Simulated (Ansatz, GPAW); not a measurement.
# Work function of a 2-layer slab of Sc(0001) at several levels, part 2 of 3

How far do functional and basis move the work function of a 2-layer slab of Sc(0001)?

GPAW 26.7.0 and Ansatz 0.2.0; Ansatz plane waves; slab in vacuum with a dipole correction, relaxation (the session's first sound run).

So far, upper work function (eV): step 2 (relaxation, PBE) 3.49; step 3 (the slab's potential, PBE, GPAW) 3.49.

## (4) OptPBE vdW: xc = "optPBE-vdW"

Level of this step: GPAW, PAW setups; slab in vacuum (GPAW).

The same geometry under optPBE-vdW, to see how far the functional moves the levels against the vacuum (the van der Waals functionals take revPBE setups).

run.py reads:

```python
import json
import numpy as np
from ase import Atoms
from gpaw import GPAW, PW

slab = Atoms(
    ['Sc', 'Sc'],
    positions=[
        [3.31000, 1.91103, 7.00000],
        [-0.00000, -0.00000, 9.37859]],
    cell=[[3.31, 0.0, 0.0], [1.655, 2.86654, 0.0], [0.0, 0.0, 16.63807]],
    pbc=[True, True, False])

slab.calc = GPAW(mode=PW(400), xc='optPBE-vdW', kpts={'size': (11, 11, 1), 'gamma': True},
                 occupations={'name': 'fermi-dirac', 'width': 0.1}, nbands='140%',
                 convergence={'density': 1e-05}, maxiter=200,
                 poissonsolver={'dipolelayer': 'xy'},
                 symmetry={'tolerance': 1e-3}, txt='slab.txt')
result = {}
energy = slab.get_potential_energy()
fermi = slab.calc.get_fermi_level()
v = slab.calc.get_electrostatic_potential().mean((0, 1)) - fermi
n = slab.calc.get_pseudo_density().mean((0, 1))
L = slab.cell[2, 2]
z = np.arange(len(v)) * L / len(v)
low, high = slab.positions[:, 2].min(), slab.positions[:, 2].max()
below, above = np.interp([low - 4.8, high + 4.8], z, v)
slopes = [np.interp(x, z, np.gradient(v, z)) for x in (low - 4.8, high + 4.8)]
eps = np.array([[slab.calc.get_eigenvalues(k, s) for k in range(len(slab.calc.get_ibz_k_points()))]
                for s in range(slab.calc.get_number_of_spins())]) - fermi
top, bottom = eps[eps < 0].max(), eps[eps > 0].min()
dipole = slab.get_dipole_moment()[2]
print(f'energy {energy:.4f} eV, Fermi level {fermi:.4f} eV, dipole {dipole:.5f} e A')
print(f'potential 4.8 A off the faces, from the Fermi level: lower {below:.4f} eV, upper {above:.4f} eV')
print(f'slope of the potential there: lower {slopes[0]:.5f}, upper {slopes[1]:.5f} eV/A')
print(f'nearest levels on the mesh: {top:.4f} and {bottom:.4f} eV')
print('magnetic moment', round(slab.get_magnetic_moment(), 3))
result.update(energy=energy, fermi=fermi, dipole=dipole, below=below, above=above, slopes=slopes, edges=[top, bottom],
              z=z.tolist(), v=v.tolist(), n=n.tolist(), positions=slab.positions.tolist(),
              forces=slab.get_forces(apply_constraint=False).tolist(), moments=slab.get_magnetic_moments().tolist())
json.dump(result, open('result.json', 'w'))
```

On the command line:

```
$ OMP_NUM_THREADS=1 OPENBLAS_NUM_THREADS=1 python run.py
```

What it wrote:

```text
energy -22.6389 eV, Fermi level -0.5151 eV, dipole -0.00002 e A
potential 4.8 A off the faces, from the Fermi level: lower 3.6580 eV, upper 3.6582 eV
slope of the potential there: lower -0.01128, upper 0.01142 eV/A
nearest levels on the mesh: -0.0014 and 0.0046 eV
magnetic moment 0.0
```

It took 27 s on 1 thread of Intel Xeon Platinum 8488C (Sapphire Rapids), shared host; peak memory 0.28 GiB.

Numbers from this step:

```
dipole along the normal                    : -2.21e-5 e·Å
levels nearest the Fermi level on the mesh : -0.001375, 0.004615 eV from the Fermi level
upper work function                        : 3.658 eV
lower work function                        : 3.658 eV
```

Table of electrostatic potential energy of an electron (without an applied field's), less the Fermi level, planar mean by z:

```csv
z (Å),"electrostatic potential energy of an electron (without an applied field's), less the Fermi level, planar mean (eV)"
0,3.66
1,3.66
2,3.66
3,3.64
4,3.52
5,2.80
6,-1.19
7,-14.6
8,-0.537
9,-9.39
10,-5.64
11,1.97
12,3.38
13,3.61
14,3.66
15,3.66
16,3.66
```

Table of pseudo valence density, planar mean by z:

```csv
z (Å),"pseudo valence density, planar mean (e/Å³)"
2,7.8e-5
3,4.3e-4
4,0.00258
5,0.0148
6,0.0837
7,1.15
8,0.160
9,0.641
10,0.270
11,0.0270
12,0.00512
13,8.5e-4
14,1.5e-4
15,2.6e-5
```

The upper face's work function is 3.658 eV, against 3.493 eV in the first plane-wave PBE run at this geometry.

## (5) Self-consistent run: xc = "vdW-DF2"

The same geometry under vdW-DF2, to see how far the functional moves the levels against the vacuum (the van der Waals functionals take revPBE setups).

run.py, as its differences from that of step 4:

```diff
@@ -13,3 +13,3 @@
 
-slab.calc = GPAW(mode=PW(400), xc='optPBE-vdW', kpts={'size': (11, 11, 1), 'gamma': True},
+slab.calc = GPAW(mode=PW(400), xc='vdW-DF2', kpts={'size': (11, 11, 1), 'gamma': True},
                  occupations={'name': 'fermi-dirac', 'width': 0.1}, nbands='140%',
```

What it wrote:

```text
energy -84.7745 eV, Fermi level -0.5659 eV, dipole -0.00001 e A
potential 4.8 A off the faces, from the Fermi level: lower 3.7183 eV, upper 3.7185 eV
slope of the potential there: lower -0.00945, upper 0.00957 eV/A
nearest levels on the mesh: -0.0031 and 0.0175 eV
magnetic moment 0.0
```

Elapsed: 27 s, on 1 thread; peak memory 0.28 GiB.

Numbers from this step:

```
dipole along the normal                    : -9.16e-6 e·Å
levels nearest the Fermi level on the mesh : -0.003144, 0.01749 eV from the Fermi level
upper work function                        : 3.719 eV
lower work function                        : 3.718 eV
```

The electrostatic potential energy of an electron (without an applied field's), less the Fermi level, planar mean by z:

z (Å), electrostatic potential energy of an electron (without an applied field's), less the Fermi level, planar mean (eV) and a bar from the least value:
```
      0.0        3.7 ##############################
      0.5        3.7 ##############################
      1.0        3.7 ##############################
      1.5        3.7 ##############################
      2.0        3.7 ##############################
      2.5        3.7 ##############################
      3.0        3.7 ##############################
      3.5        3.7 ##############################
      4.0        3.6 ##############################
      4.5        3.4 #############################
      5.0        2.8 #############################
      5.5        1.6 ###########################
      6.0       -1.1 ######################
      6.5       -7.7 ###########
      7.0      -14.5 
      7.5       -6.9 #############
      8.0       -0.6 #######################
      8.5       -1.4 #####################
      9.0       -9.4 ########
      9.5      -14.0 #
     10.0       -5.5 ###############
     10.5       -0.2 ########################
     11.0        2.0 ###########################
     11.5        3.0 #############################
     12.0        3.4 ##############################
     12.5        3.6 ##############################
     13.0        3.7 ##############################
     13.5        3.7 ##############################
     14.0        3.7 ##############################
     14.5        3.7 ##############################
     15.0        3.7 ##############################
     15.5        3.7 ##############################
     16.0        3.7 ##############################
     16.5        3.7 ##############################
```

The upper face's work function is 3.719 eV, against 3.493 eV in the first plane-wave PBE run at this geometry.

## (6) Self-consistent run: xc = "LDA"

The same geometry under LDA, to see how far the functional moves the levels against the vacuum.

run.py, as its differences from that of step 5:

```diff
@@ -13,3 +13,3 @@
 
-slab.calc = GPAW(mode=PW(400), xc='vdW-DF2', kpts={'size': (11, 11, 1), 'gamma': True},
+slab.calc = GPAW(mode=PW(400), xc='LDA', kpts={'size': (11, 11, 1), 'gamma': True},
                  occupations={'name': 'fermi-dirac', 'width': 0.1}, nbands='140%',
```

What it wrote:

```text
energy -8.7958 eV, Fermi level -0.5824 eV, dipole -0.00000 e A
potential 4.8 A off the faces, from the Fermi level: lower 3.6298 eV, upper 3.6300 eV
slope of the potential there: lower -0.00496, upper 0.00502 eV/A
nearest levels on the mesh: -0.0158 and 0.0036 eV
magnetic moment 0.0
```

The job ended after 16 s (1 thread; peak memory 0.16 GiB).

This step gave:

- dipole along the normal: -1.10e-6 e·Å
- levels nearest the Fermi level on the mesh: -0.01576, 0.003571 eV from the Fermi level
- upper work function: 3.630 eV
- lower work function: 3.630 eV

Table of electrostatic potential energy of an electron (without an applied field's), less the Fermi level, planar mean by z:

z (Å), electrostatic potential energy of an electron (without an applied field's), less the Fermi level, planar mean (eV) and a bar from the least value:
```
      0.0        3.6 ##############################
      0.5        3.6 ##############################
      1.0        3.6 ##############################
      1.5        3.6 ##############################
      2.0        3.6 ##############################
      2.5        3.6 ##############################
      3.0        3.6 ##############################
      3.5        3.6 ##############################
      4.0        3.5 ##############################
      4.5        3.4 ##############################
      5.0        2.9 #############################
      5.5        1.7 ###########################
      6.0       -1.0 ######################
      6.5       -7.6 ###########
      7.0      -14.4 
      7.5       -6.6 #############
      8.0       -0.2 ########################
      8.5       -1.1 ######################
      9.0       -9.2 #########
      9.5      -13.9 #
     10.0       -5.4 ###############
     10.5       -0.1 ########################
     11.0        2.1 ###########################
     11.5        3.0 #############################
     12.0        3.4 ##############################
     12.5        3.6 ##############################
     13.0        3.6 ##############################
     13.5        3.6 ##############################
     14.0        3.6 ##############################
     14.5        3.6 ##############################
     15.0        3.6 ##############################
     15.5        3.6 ##############################
     16.0        3.6 ##############################
     16.5        3.6 ##############################
```

The upper face's work function is 3.630 eV, against 3.493 eV in the first plane-wave PBE run at this geometry.

## (7) Real-space grid: mode = "fd"

A real-space grid is a second complete basis, so it checks the plane-wave result.

run.py, as its differences from that of step 6:

```diff
@@ -3,3 +3,3 @@
 from ase import Atoms
-from gpaw import GPAW, PW
+from gpaw import GPAW
 
@@ -13,3 +13,3 @@
 
-slab.calc = GPAW(mode=PW(400), xc='LDA', kpts={'size': (11, 11, 1), 'gamma': True},
+slab.calc = GPAW(mode='fd', h=0.18, xc='PBE', kpts={'size': (11, 11, 1), 'gamma': True},
                  occupations={'name': 'fermi-dirac', 'width': 0.1}, nbands='140%',
```

What it wrote:

```text
energy -7.9463 eV, Fermi level -3.4912 eV, dipole -0.00007 e A
potential 4.8 A off the faces, from the Fermi level: lower 3.4884 eV, upper 3.4895 eV
slope of the potential there: lower -0.00521, upper 0.00541 eV/A
nearest levels on the mesh: -0.0100 and 0.0039 eV
magnetic moment 0.0
```

Wall time 1.8 min (1 thread); peak memory 0.32 GiB.

This step gave:

```
dipole along the normal                    : -6.66e-5 e·Å
levels nearest the Fermi level on the mesh : -0.01005, 0.003922 eV from the Fermi level
upper work function                        : 3.490 eV
lower work function                        : 3.488 eV
```

Electrostatic potential energy of an electron (without an applied field's), less the Fermi level, planar mean against z:

```csv
z (Å),"electrostatic potential energy of an electron (without an applied field's), less the Fermi level, planar mean (eV)"
0,3.49
1,3.49
2,3.49
3,3.48
4,3.38
5,2.72
6,-1.24
7,-14.7
8,-0.534
9,-9.45
10,-5.71
11,1.91
12,3.26
13,3.46
14,3.49
15,3.49
16,3.49
```

The upper face's work function is 3.490 eV, against 3.493 eV in the first plane-wave PBE run at this geometry.

## (8) Atomic orbitals: mode = "lcao"

Atom-centred orbitals end a few angstrom from the surface, which tests how much the density's tail matters.

run.py, as its differences from that of step 7:

```diff
@@ -13,4 +13,4 @@
 
-slab.calc = GPAW(mode='fd', h=0.18, xc='PBE', kpts={'size': (11, 11, 1), 'gamma': True},
-                 occupations={'name': 'fermi-dirac', 'width': 0.1}, nbands='140%',
+slab.calc = GPAW(mode='lcao', basis='dzp', h=0.18, xc='PBE', kpts={'size': (11, 11, 1), 'gamma': True},
+                 occupations={'name': 'fermi-dirac', 'width': 0.1}, nbands='120%',
                  convergence={'density': 1e-05}, maxiter=200,
```

What it wrote:

```text
energy -7.5572 eV, Fermi level -3.4549 eV, dipole -0.00000 e A
potential 4.8 A off the faces, from the Fermi level: lower 3.4545 eV, upper 3.4547 eV
slope of the potential there: lower -0.00142, upper 0.00142 eV/A
nearest levels on the mesh: -0.0062 and 0.0031 eV
magnetic moment 0.0
```

It took 3 min on 1 thread; peak memory 0.25 GiB.

This step gave:

| Quantity | Value |
| --- | --- |
| dipole along the normal | -4.17e-6 e·Å |
| levels nearest the Fermi level on the mesh | -0.006182, 0.003147 eV from the Fermi level |
| upper work function | 3.455 eV |
| lower work function | 3.455 eV |

Table of electrostatic potential energy of an electron (without an applied field's), less the Fermi level, planar mean by z:

```csv
z (Å),"electrostatic potential energy of an electron (without an applied field's), less the Fermi level, planar mean (eV)"
0.0,3.45
0.5,3.45
1.0,3.45
1.5,3.45
2.0,3.45
2.5,3.45
3.0,3.45
3.5,3.43
4.0,3.36
4.5,3.19
5.0,2.71
5.5,1.52
6.0,-1.24
6.5,-7.84
7.0,-14.7
7.5,-6.94
8.0,-0.571
8.5,-1.37
9.0,-9.49
9.5,-14.2
10.0,-5.73
10.5,-0.340
11.0,1.91
11.5,2.87
12.0,3.25
12.5,3.39
13.0,3.44
13.5,3.45
14.0,3.45
14.5,3.45
15.0,3.45
15.5,3.45
16.0,3.45
16.5,3.45
```

The upper face's work function is 3.455 eV, against 3.493 eV in the first plane-wave PBE run at this geometry.

## (9) The ladder

Times are for 1 thread of Intel Xeon Platinum 8488C (Sapphire Rapids), shared host. The runs compared:

```csv
no.,run,upper work function (eV),time,memory (GiB)
1,pw,3.493,17 s,0.17
2,optPBE vdW,3.658,27 s,0.28
3,vdW DF2,3.719,27 s,0.28
4,LDA,3.630,16 s,0.16
5,fd,3.490,1.8 min,0.32
6,lcao,3.455,3 min,0.25
```

[end of part 2 of 3]

[Logs are printed without paths, hosts, clocks, repeated set-up lines and the standing remarks that a program may print on its own settings, such as how far it seeks lower states.]

[Hosts, paths, dates, database ids (printed as entryN), source tags and the programs' standing remarks are cut or masked in the printed files.]
